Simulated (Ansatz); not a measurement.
**CsPbBr3 (Pm-3m): how ε∞ follows the gap**

The empty bands of CsPbBr3 (Pm-3m) are shifted up rigidly by Δ, and ε∞ is computed for each shift.

Cell: a, b, c = 5.870, 5.870, 5.870 Å (primitive vectors), 5 atoms.

Method: Ansatz 0.2.0, r2SCAN, independent particles, k-mesh 4×4×4 with interpolation inside its cells, Gaussian parameter 0.1 eV.

Launch of the response step: `ansatz run input.yaml --threads 4 --pin off --max-ram 8192MiB --backend cpu --events-out ev --progress --plain --runs-dir out`. The series took 5.6 min in all, on 4 threads of Intel(R) Xeon(R) Processor @ 2.50GHz (Skylake/Cascade Lake), with other jobs on the host.

| Δ (eV) | ε∞ |
| --- | --- |
| 0.00 | 4.485 |
| 0.40 | 4.244 |
| 0.80 | 4.041 |
| 1.20 | 3.867 |
| 1.60 | ? |
| 2.00 | 3.581 |

With one effective transition at E₀ and fixed dipole strength, ε∞ − 1 = A/(E₀ + Δ), so 1/(ε∞ − 1) is linear in Δ.

Working, on the rows shown:

| x = Δ (eV) | y = 1/(ε∞ − 1) |
| --- | --- |
| 0 | 0.286944 |
| 0.4 | 0.308261 |
| 0.8 | 0.328839 |
| 1.2 | 0.348797 |
| 2 | 0.387447 |

Means: x̄ = 0.88, ȳ = 0.33206. Σ(x − x̄)(y − ȳ) = 0.1188, Σ(x − x̄)² = 2.368. Slope = 0.1188 / 2.368 = 0.05016; intercept = ȳ − slope · x̄ = 0.28792. Turned back into ε∞, the line misses the rows shown by at most 0.012.

Question: Predict the last column of the withheld row from the fit.

Answer: At x = 1.6 the line gives y = 0.36817, that is 3.716. The run gave 3.715, so the interpolation is off by 0.0011, 0.1 % of the range in the table.

Refitted with all rows, the slope is 0.05019 and the intercept 0.28791. These give E₀ = intercept/slope = 5.7 eV, far above the least direct gap of 1.89 eV: most of the screening comes from transitions well over the edge. Over the first step ε∞ falls by 13 % per eV. Excitons are left out and so are local fields. Spin-orbit coupling is left out.
